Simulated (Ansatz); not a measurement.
**TaSi2As4 bilayer (AB) in a perpendicular field**

What dipole does a perpendicular field induce in the TaSi2As4 bilayer (AB)? A positive field points along +c.

Method: plane-wave DFT, PBE-D3(BJ), Ansatz PAW, in Ansatz 0.2.0.

Most raw output is cut from this account.

## (1) Starting point

The cell holds 14 atoms: 8 As, 4 Si and 2 Ta. Its edges and angles: a = 3.630 Å, b = 3.630 Å, c = 74.577 Å, α = 90.0°, β = 90.0°, γ = 120.0°. Regions: layer 1: TaSi2As4, 7 atoms (4 As, 2 Si and 1 Ta); layer 2: TaSi2As4, 7 atoms (4 As, 2 Si and 1 Ta). Vacuum lies along c.

As a file:

```cif
data_structure
_symmetry_space_group_name_H-M 'P 1'
_symmetry_Int_Tables_number 1
_cell_length_a 3.6300
_cell_length_b 3.6300
_cell_length_c 74.5769
_cell_angle_alpha 90.000
_cell_angle_beta 90.000
_cell_angle_gamma 120.000
_cell_volume 851.04
loop_
_atom_site_label
_atom_site_type_symbol
_atom_site_fract_x
_atom_site_fract_y
_atom_site_fract_z
_atom_site_occupancy
As1 As 0.00000 0.00000 0.35400 1
Si2 Si 0.33333 0.66667 0.36421 1
As3 As 0.33333 0.66667 0.39412 1
Ta4 Ta 0.00000 0.00000 0.41694 1
As5 As 0.33333 0.66667 0.43977 1
Si6 Si 0.33333 0.66667 0.46967 1
As7 As 0.00000 0.00000 0.47989 1
As8 As 0.33333 0.66667 0.52011 1
Si9 Si 0.66667 0.33333 0.53033 1
As10 As 0.66667 0.33333 0.56023 1
Ta11 Ta 0.33333 0.66667 0.58306 1
As12 As 0.66667 0.33333 0.60588 1
Si13 Si 0.66667 0.33333 0.63579 1
As14 As 0.33333 0.66667 0.64600 1
```

## (2) Relaxation

The starting cell is a guess, so the in-plane lattice and the atoms are relaxed first, with the slab cut off from its images along the normal.

Contents of input.yaml:

```yaml
crystal:
  lattice:
    - [3.63, 0.0, 0.0]
    - [-1.815, 3.1436722157, 0.0]
    - [0.0, 0.0, 74.5769373133]
  atoms:
    - { symbol: As, position: [0.0, 0.0, 0.353996838] }
    - { symbol: Si, position: [0.3333333333, 0.6666666667, 0.3642140869] }
    - { symbol: As, position: [0.3333333333, 0.6666666667, 0.3941160926] }
    - { symbol: Ta, position: [0.0, 0.0, 0.4169416907], spin: 1.0 }
    - { symbol: As, position: [0.3333333333, 0.6666666667, 0.4397672888] }
    - { symbol: Si, position: [0.3333333333, 0.6666666667, 0.4696692944] }
    - { symbol: As, position: [0.0, 0.0, 0.4798865433] }
    - { symbol: As, position: [0.3333333333, 0.6666666667, 0.5201134567] }
    - { symbol: Si, position: [0.6666666667, 0.3333333333, 0.5303307056] }
    - { symbol: As, position: [0.6666666667, 0.3333333333, 0.5602327112] }
    - { symbol: Ta, position: [0.3333333333, 0.6666666667, 0.5830583093], spin: -1.0 }
    - { symbol: As, position: [0.6666666667, 0.3333333333, 0.6058839074] }
    - { symbol: Si, position: [0.6666666667, 0.3333333333, 0.6357859131] }
    - { symbol: As, position: [0.3333333333, 0.6666666667, 0.646003162] }
  periodic: [true, true, false]
magnetization:
  spin_polarized: true
kpoints:
  mp_grid: { grid: [12, 12, 1] }
hamiltonian:
  xc: pbe
  dispersion: d3bj
scf:
  occupations: { method: fermi_dirac, width: 0.05 }
  convergence: { dr2_threshold: 1.0e-09 }
relax:
  f_tol: 0.004
  max_steps: 90
  cell: {}
output:
  write_potential: true
  write_density: true
  volumetric_format: npy
```

On the command line:

```bash
$ ansatz run input.yaml --threads 4 --pin off --max-ram 12288MiB --backend cpu --events-out ev --progress --plain --runs-dir out
```

Wall time 21 min (4 threads of Arm Neoverse V1, shared host); peak memory 3.5 GiB; 82 min of CPU time.

Step by step:

```csv
step,energy less that of the first step (eV),largest force component (eV/Å),volume (Å³)
1,0.0000,3.2674,851.04
2,-2.8715,1.0303,842.85
3,-3.1047,0.1362,842.94
4,-3.1628,0.2139,857.65
5,-3.1733,0.0506,853.06
6,-3.1736,0.0016,852.42
7*,-3.1737,0.0016,852.42
```

Relaxation steps marked * repeat the geometry before them on a plane-wave basis chosen anew for their cell, so energy and pressure can jump there.

The run keeps the 6 symmetry operations that it works with, so distortions that break them were not tested.

```csv
cell as run,before,after,change
a (Å),3.630,3.633,+0.1 %
b (Å),3.630,3.633,+0.1 %
```

The atoms that moved most (Å, along periodic axes as changes of fractional coordinates times the final cell, across vacuum about the mean position):

```csv
atom,dx,dy,dz,length
As14,0.000,0.000,0.541,0.541
As1,0.000,0.000,-0.540,0.540
As10,0.000,0.000,0.422,0.422
As5,0.000,0.000,-0.422,0.422
Si6,0.000,0.000,-0.309,0.309
Si9,0.000,0.000,0.307,0.307
Ta11,0.000,0.000,0.253,0.253
Ta4,0.000,0.000,-0.252,0.252
```

This step gave:

- energy at zero smearing: -61263.8662 eV

The lattice constant a goes from 3.630 to 3.633 Å.

## (3) Atoms held, field 0, start network

A sawtooth potential applies the field, turning back in the middle of the vacuum. With the dipole correction the typed value is the field outside the slab. The induced dipole is small, so the SCF threshold is tight.

The cell differs from the one that the last finished run ended in (c 74.577 → 40.858 Å).

Contents of input.yaml:

```yaml
crystal:
  lattice:
    - [3.6329578002, 0.0, 0.0]
    - [-1.8164789001, 3.1462337459, 0.0]
    - [0.0, 0.0, 40.8581815492]
  atoms:
    - { symbol: As, position: [0.0, 0.0, 0.2202741204] }
    - { symbol: Si, position: [0.3333333333, 0.6666666667, 0.2471899006] }
    - { symbol: As, position: [0.3333333333, 0.6666666667, 0.3045644881] }
    - { symbol: Ta, position: [0.0, 0.0, 0.3422213078] }
    - { symbol: As, position: [0.3333333333, 0.6666666667, 0.3797225377] }
    - { symbol: Si, position: [0.3333333333, 0.6666666667, 0.4370751408] }
    - { symbol: As, position: [0.0, 0.0, 0.4639856297] }
    - { symbol: As, position: [0.3333333333, 0.6666666667, 0.5360267724] }
    - { symbol: Si, position: [0.6666666667, 0.3333333333, 0.5628638325] }
    - { symbol: As, position: [0.6666666667, 0.3333333333, 0.6202716476] }
    - { symbol: Ta, position: [0.3333333333, 0.6666666667, 0.6577834553] }
    - { symbol: As, position: [0.6666666667, 0.3333333333, 0.695431775] }
    - { symbol: Si, position: [0.6666666667, 0.3333333333, 0.7528065755] }
    - { symbol: As, position: [0.3333333333, 0.6666666667, 0.7797258796] }
kpoints:
  mp_grid: { grid: [18, 18, 1] }
  band_path:
    path: [[0, 0, 0], [0.5, 0, 0], [0.33333333, 0.33333333, 0], [0, 0, 0]]
    npoints: 16
hamiltonian:
  xc: pbe
  dispersion: d3bj
scf:
  occupations: { method: fermi_dirac, width: 0.02585 }
  convergence: { dr2_threshold: 1.0e-10 }
efield:
  axis: 3
  dipole_correction: true
  ramp_position: 0.97
  ramp_width: 0.06
  amplitude: 0
output:
  dos: { projected: true, e_range: [-6, 5] }
  bader: true
  write_potential: true
  write_density: true
  volumetric_format: npy
  elf: true
```

It took 2.9 min on 4 threads; peak memory 2.6 GiB; 12 min of CPU time.

This step gave:

```
energy at zero smearing   : -61263.8678 eV
work function, upper face : 4.943 eV
dipole along the normal   : -2.15e-4 e·Å
```

The electron's electrostatic potential energy less the Fermi level oscillates, so the rows of the table below give means over windows of 4.33 Å about each position, cut where the curve ends. Its maxima inside the range that stand out by 2 % of the span (Å: eV): 11.8: -1.26, 16.2: -1.31, 20.4: 0.350, 24.7: -1.29, 29.1: -1.26. Its minima: 9.5: -5.10, 14.0: -7.38, 18.4: -5.22, 22.4: -5.20, 26.8: -7.37, 31.4: -5.10.

Running mean over a fixed 2.7 Å (it still follows the layers) of the planar mean; the ramp of the sawtooth is left out. Table of electron's electrostatic potential energy less the Fermi level by z; means over each step:

```csv
z (Å),electron's electrostatic potential energy less the Fermi level (eV)
5.71,4.45
10.04,-2.79
14.37,-4.75
18.70,-2.66
23.03,-3.02
27.36,-4.73
31.69,-1.89
36.02,4.85
```

The density of states has structure finer than the step of the table below, so its rows give means over 0.2 eV, whole bins alone (the curve runs from -6 to 1.99 eV). Peaks (eV: height): -4.18: 17.6, -4.07: 14.4, -3.55: 16.3, -2.31: 16.4, -1.89: 19.7, -1.59: 15.9, -1.23: 17.4.

Table of density of states by energy, zero at the Fermi level; means over each step:

energy (eV), density of states (states/eV a cell) and a bar:
```
     -5.8        1.0 ##
     -5.6        3.6 ########
     -5.4        0.6 #
     -5.2        1.8 ####
     -5.0        3.7 ########
     -4.8        9.0 ####################
     -4.6        8.4 ###################
     -4.4        7.4 ################
     -4.2        8.9 ####################
     -4.0        8.8 ###################
     -3.8        5.1 ###########
     -3.6        7.7 #################
     -3.4        6.8 ###############
     -3.2        7.0 ################
     -3.0        7.8 #################
     -2.8       10.4 #######################
     -2.6        8.8 ###################
     -2.4       10.7 ########################
     -2.2        9.9 ######################
     -2.0       11.0 ########################
     -1.8       11.2 #########################
     -1.6       11.9 ##########################
     -1.4        9.6 #####################
     -1.2       13.5 ##############################
     -1.0       11.4 #########################
     -0.8        6.9 ###############
     -0.6        3.3 #######
     -0.4        3.2 #######
     -0.2        5.0 ###########
      0.0        5.9 #############
      0.2        3.9 #########
      0.4        1.9 ####
      0.6        1.4 ###
      0.8        0.1 
      1.0        0.0 
      1.2        0.5 #
      1.4        3.6 ########
      1.6        6.7 ###############
      1.8        5.6 ############
```

Projected DOS per atom over height of the atomic layer and energy from the Fermi level. Layers: As Si As Ta As Si As As Si As Ta As Si As from below.

Ten even steps from '0' (0.00 states/eV) to '9' (1.86 states/eV), each cell a mean:
```
22030211203022
11030211202011
00000000000000
00010000001000
00040000004000
00090000009000
00141000014100
10243011034201
41776144167714
51555133155515
72454244245427
52333254233425
43323244232334
32333244333323
22222222222222
22222232222222
22433222233432
22323222232321
23324333342332
00001111110000
00000000000000
00000000000000
```
Columns: height of the atomic layer (Å) from 9 to 31.9 (not evenly spaced); rows upwards: energy from the Fermi level (eV) from -5.96 to 1.96.

The electronic bands at the labelled points (eV, zero at the Fermi level):

```csv
point,band 77,band 78,band 79,band 80,band 81,band 82,band 83,band 84
Γ,-0.27,-0.27,-0.26,-0.26,0.22,0.68,2.29,2.31
halfway,-1.11,-1.04,-1.03,-0.95,-0.12,-0.08,1.64,1.87
M,-1.72,-1.64,-0.66,-0.63,-0.31,-0.29,1.20,1.35
halfway,-1.75,-1.56,-1.20,-1.06,0.14,0.17,1.62,1.74
K,-1.74,-1.72,-0.89,-0.88,0.72,0.75,1.41,1.58
halfway,-1.22,-1.12,-1.08,-0.93,-0.07,-0.05,2.18,2.19
Γ,-0.27,-0.27,-0.26,-0.26,0.22,0.68,2.29,2.31
```

ELF in the ca plane at fractional y = 0.667, with atoms of Si and As and Ta within 0.2 Å of it. It is the smooth field of the valence electrons, not physical close to the nuclei.

Ten even steps from '0' (0.00) to '9' (0.89), each cell a mean:
```
00001256776666421123442111234321024566666300
00001357776555310012321121123210013455676410
00000135666677532235663211356542235777665201
00000012345788765567776323677765566887642126
00000000124665478865466424664567874566420148
00000000013433479852236424542258984434310169
00000000013543379863246424642368974345310169
00000001235787667766677424676667776787531037
00000124556788643456775212577754346887653113
```
Columns run along c (16.0 Å, from fractional 0.13 to 0.52 of the cell), rows up along a (3.6 Å). Atoms in or near the plane, at fractional coordinates: Si at (0.25, 0.33), As at (0.30, 0.33), As at (0.38, 0.33), Si at (0.44, 0.33).

Electrostatic potential energy in the ca plane at fractional y = 0.667, with atoms of Si and As and Ta within 0.2 Å of it. With pseudopotentials it is smooth inside the atoms' cores, unlike the true potential.

Ten even steps from '0' (-39 eV) to '9' (9 eV), each cell a mean:
```
98778999999988889998888989988889988888999999
98778999999987789988788999987889987788999999
88888999998888889998888888888899988888899999
67889999976678899999987545789999999876678999
03789999767757899999984100379999999757767999
00689999679976899999973000168999999769986899
01689999769966899999973000268999999759976899
35899999865557999999986312589999999865668999
88889999988788899999988767888999998887789999
```
Columns run along c (16.0 Å, from fractional 0.44 to 0.83 of the cell; values clipped at the 3rd and 97th percentile), rows up along a (3.6 Å). Atoms in or near the plane, at fractional coordinates: As at (0.54, 0.33), Ta at (0.66, 0.33), As at (0.78, 0.33).

Valence density in the ca plane at fractional y = 0.667, with atoms of Si and As and Ta within 0.2 Å of it. It is the smooth field of the valence electrons, not physical close to the nuclei.

Ten steps, logarithmic in the rise over the least value, from '0' (0 e/Å³) to '9' (23 e/Å³), each cell a mean:
```
11111000001111110011211111112110011111100000
11211000000111110111221111112111011111000000
11111000001111110011111111111110011111110000
22110000122322100001112333211100001123321000
12110001246742100000113565421000001236752100
01110001269962100000114666521000001259973100
11110001258862100000114666421000001248963100
22110000134432100000112454311100001124532100
12111000011221100001111222111110001122211000
```
Columns run along c (16.0 Å, from fractional 0.44 to 0.83 of the cell), rows up along a (3.6 Å). Atoms in or near the plane, at fractional coordinates: As at (0.54, 0.33), Ta at (0.66, 0.33), As at (0.78, 0.33).

The work function of the upper face is 4.94 eV.

## (4) Atoms held, field 0.1 V/Å

Changes to input.yaml since step 3:

```diff
@@ -36,6 +36,4 @@
   ramp_width: 0.06
-  amplitude: 0
+  amplitude: 0.1
 output:
-  dos: { projected: true, e_range: [-6, 5] }
-  bader: true
   write_potential: true
@@ -43,2 +41 @@
   volumetric_format: npy
-  elf: true
```

Wall time 2.3 min (4 threads); peak memory 2.3 GiB; 9.2 min of CPU time.

The dipole is 0.157 e·Å.

## (5) Single point, field -0.1 V/Å

Changes to input.yaml since step 4:

```diff
@@ -36,3 +36,3 @@
   ramp_width: 0.06
-  amplitude: 0.1
+  amplitude: -0.1
 output:
```

Elapsed: 2.3 min, on 4 threads; peak memory 2.3 GiB; 9.1 min of CPU time.

The dipole is -0.158 e·Å.

## (6) Atoms held, field 0.5 V/Å

Changes to input.yaml since step 5:

```diff
@@ -34,5 +34,5 @@
   dipole_correction: true
-  ramp_position: 0.97
-  ramp_width: 0.06
-  amplitude: -0.1
+  ramp_position: 0.9329
+  ramp_width: 0.1343
+  amplitude: 0.5
 output:
```

Run time: 2.4 min. Hardware: 4 threads; peak memory 2.3 GiB.

The dipole is 0.788 e·Å.

## (7) Single point, field -0.3 V/Å

Changes to input.yaml since step 6:

```diff
@@ -34,6 +34,8 @@
   dipole_correction: true
-  ramp_position: 0.9329
-  ramp_width: 0.1343
-  amplitude: 0.5
+  ramp_position: 0.97
+  ramp_width: 0.06
+  amplitude: -0.3
 output:
+  dos: { projected: true, e_range: [-6, 5] }
+  bader: true
   write_potential: true
@@ -41 +43,2 @@
   volumetric_format: npy
+  elf: true
```

Run time: 3.1 min. Hardware: 4 threads; peak memory 2.6 GiB.

The dipole is -0.473 e·Å.

## (8) Response, atoms held

This step: plane-wave DFT, PBE-D3(BJ), Ansatz PAW; response to a field along the normal, atoms held (Ansatz 0.2.0).

The dipoles give the slope, and the difference of two potentials shows where the field is screened.

This step gave:

- equivalent conductor thickness p/(ε₀AE): 24.95 Å
- distance between the outer atoms: 22.86 Å

Dipole of the cell against applied field:

```csv
applied field (V/Å),dipole of the cell (e·Å)
-0.300,-0.473
-0.100,-0.158
0.000,-2.1e-4
0.100,0.157
0.500,0.788
```

Local field over the applied field, running mean. From the potentials at -0.1 and 0.1 V/Å; running mean over 2.5 Å. The local field over applied field by z:

```csv
z (Å),local field over applied field
6,0.954
8,0.417
10,0.0542
12,0.0526
14,0.00918
16,-0.00417
18,-3.6e-4
20,0.00486
22,5.3e-4
24,-0.00421
26,0.00554
28,0.0315
30,0.0699
32,0.143
34,0.804
36,0.995
```

The induced electron density oscillates, so the rows of the table below give means over windows of 1 Å about each position, cut where the curve ends. Its maxima inside the range that stand out by 2 % of the span (Å: e/Å³ per V/Å): 7.9: 0.00358, 11.1: 5.7e-4, 12.3: 6.8e-4, 14.0: 0.00103, 15.9: 1.2e-4, 17.6: 8.2e-5, 19.2: 7.0e-5, 21.0: 1.3e-4, 22.6: 9.6e-5, 24.1: 1.1e-4, 25.8: 1.4e-4, 27.4: 9.0e-4, 29.1: -1.5e-5, 30.6: 0.00147. Its minima: 10.2: -0.00147, 11.8: 1.3e-5, 13.5: -9.0e-4, 15.0: -1.4e-4, 16.7: -1.1e-4, 18.3: -9.3e-5, 19.9: -1.3e-4, 21.8: -6.5e-5, 23.3: -8.1e-5, 25.0: -1.3e-4, 26.8: -0.00105, 28.5: -6.9e-4, 29.8: -5.7e-4, 32.9: -0.00358.

Electrons, planar mean, per unit field. Induced electron density against z; means over each step:

```csv
z (Å),induced electron density (e/Å³ per V/Å)
5,3.2e-5
6,2.6e-4
7,0.00152
8,0.00298
9,7.9e-4
10,-6.9e-4
11,2.2e-4
12,3.3e-4
13,-1.4e-4
14,2.9e-4
15,-7.0e-5
16,5.7e-5
17,-4.9e-5
18,-1.4e-5
19,2.1e-5
20,-7.6e-5
21,7.8e-5
22,-1.3e-5
23,-2.0e-6
24,6.3e-5
25,-6.5e-5
26,6.4e-5
27,-1.7e-4
28,-5.9e-5
29,-3.0e-4
30,-1.3e-5
31,4.5e-4
32,-9.6e-4
33,-0.00309
34,-0.00122
35,-2.0e-4
36,-2.7e-5
```

By hand: between -0.1 and 0.1 V/Å the dipole changes by 0.3151 e·Å, a slope of 1.576 e·Å²/V. A perfect conductor of thickness t has p = ε₀AEt, so t = 180.95 × 1.576 / 11.430 = 24.95 Å (e/ε₀ = 180.95 V·Å, A in Å²).

The induced dipole is that of a conductor 24.95 Å thick.

## (9) Varying the input

This step: plane-wave DFT, PBE-D3(BJ), Ansatz PAW (Ansatz 0.2.0).

A run with a changed input: it repeats the earlier run at 0.1 V/Å with scf.convergence.dr2_threshold from 1e-10 to 0.0001, total_charge to -1 and crystal.symmetry to detect: false.

Changes to input.yaml since step 7:

```diff
@@ -20,2 +20,3 @@
     - { symbol: As, position: [0.3333333333, 0.6666666667, 0.7797258796] }
+  symmetry: { detect: false }
 kpoints:
@@ -30,3 +31,3 @@
   occupations: { method: fermi_dirac, width: 0.02585 }
-  convergence: { dr2_threshold: 1.0e-10 }
+  convergence: { dr2_threshold: 0.0001 }
 efield:
@@ -36,6 +37,4 @@
   ramp_width: 0.06
-  amplitude: -0.3
+  amplitude: 0.1
 output:
-  dos: { projected: true, e_range: [-6, 5] }
-  bader: true
   write_potential: true
@@ -43,2 +42,2 @@
   volumetric_format: npy
-  elf: true
+total_charge: -1
```

It took 0.03 s on 4 threads; peak memory 0.032 GiB.

The program refused the input before any cycle.

The program's message: “Error: efield: with total_charge ≠ 0 without external_charges — the saw-weighted dipole of a charged cell depends on the ramp position (the isolated-slab reference a dipole correction restores does no …”

## (10) The same run with other settings

Another changed input: it repeats the earlier run at 0.1 V/Å with scf.occupations.width from 0.02585 removed and scf.occupations.method from fermi_dirac to tetrahedron.

Changes to input.yaml since step 9:

```diff
@@ -20,3 +20,2 @@
     - { symbol: As, position: [0.3333333333, 0.6666666667, 0.7797258796] }
-  symmetry: { detect: false }
 kpoints:
@@ -30,4 +29,4 @@
 scf:
-  occupations: { method: fermi_dirac, width: 0.02585 }
-  convergence: { dr2_threshold: 0.0001 }
+  occupations: { method: tetrahedron }
+  convergence: { dr2_threshold: 1.0e-10 }
 efield:
@@ -42,2 +41 @@
   volumetric_format: npy
-total_charge: -1
```

It took 3 min on 4 threads; peak memory 2.3 GiB.

This step gave:

* dipole along the normal: 0.1574 e·Å

The electronic bands at the labelled points (eV, zero at the Fermi level):

```csv
point,band 77,band 78,band 79,band 80,band 81,band 82,band 83,band 84
Γ,-0.27,-0.27,-0.25,-0.25,0.22,0.68,2.28,2.32
halfway,-1.11,-1.04,-1.02,-0.95,-0.12,-0.08,1.64,1.85
M,-1.71,-1.64,-0.66,-0.63,-0.31,-0.29,1.20,1.35
halfway,-1.75,-1.56,-1.20,-1.06,0.14,0.17,1.62,1.74
K,-1.75,-1.71,-0.90,-0.87,0.72,0.76,1.42,1.57
halfway,-1.22,-1.12,-1.08,-0.93,-0.07,-0.05,2.18,2.19
Γ,-0.27,-0.27,-0.25,-0.25,0.22,0.68,2.28,2.32
```

```csv
quantity,this run,earlier run,difference
dipole along the normal (e·Å),0.1574,0.1574,2.4e-5
```

The dipole moves by under 0.5 % or 5e-5 e·Å. The run took 30 SCF cycles against 13.

Of the bands kept, 2 cross the Fermi level on this path.

## (11) Summary of results

| Quantity | Value |
| --- | --- |
| gap without field | none |
| work function, upper face | 4.94 eV |
| equivalent conductor thickness, atoms held | 24.9 Å |

**Reading.** The induced dipole equals that of a perfect conductor 24.95 Å thick, while the outer atoms lie 22.86 Å apart. There is no gap over 0.03 eV, with or without the field. The first relaxation ran with spin and lost its moment, and the later runs have none; other magnetic states were not tried. Spin-orbit coupling is left out, which matters for the bands of elements this heavy. The outer anions sit over the metal atoms, one of several polytypes of such layers and not the lowest for every compound.

[Logs are printed without paths, hosts, clocks, repeated set-up lines and the standing remarks that a program may print on its own settings, such as how far it seeks lower states.]

[Hosts, paths, dates, database ids (printed as entryN), source tags and the programs' standing remarks are cut or masked in the printed files.]

[Maps of the electrostatic potential energy from Ansatz leave out the sawtooth potential of an applied field or a dipole correction, so their vacuum need not be flat; planar profiles and work functions include it.]

[The density of states shown here was stored with 400 of the rows of the run's finer table, so its peaks can read low, often by over a quarter, or be missed, and its means over a window can be off by a tenth or more.]
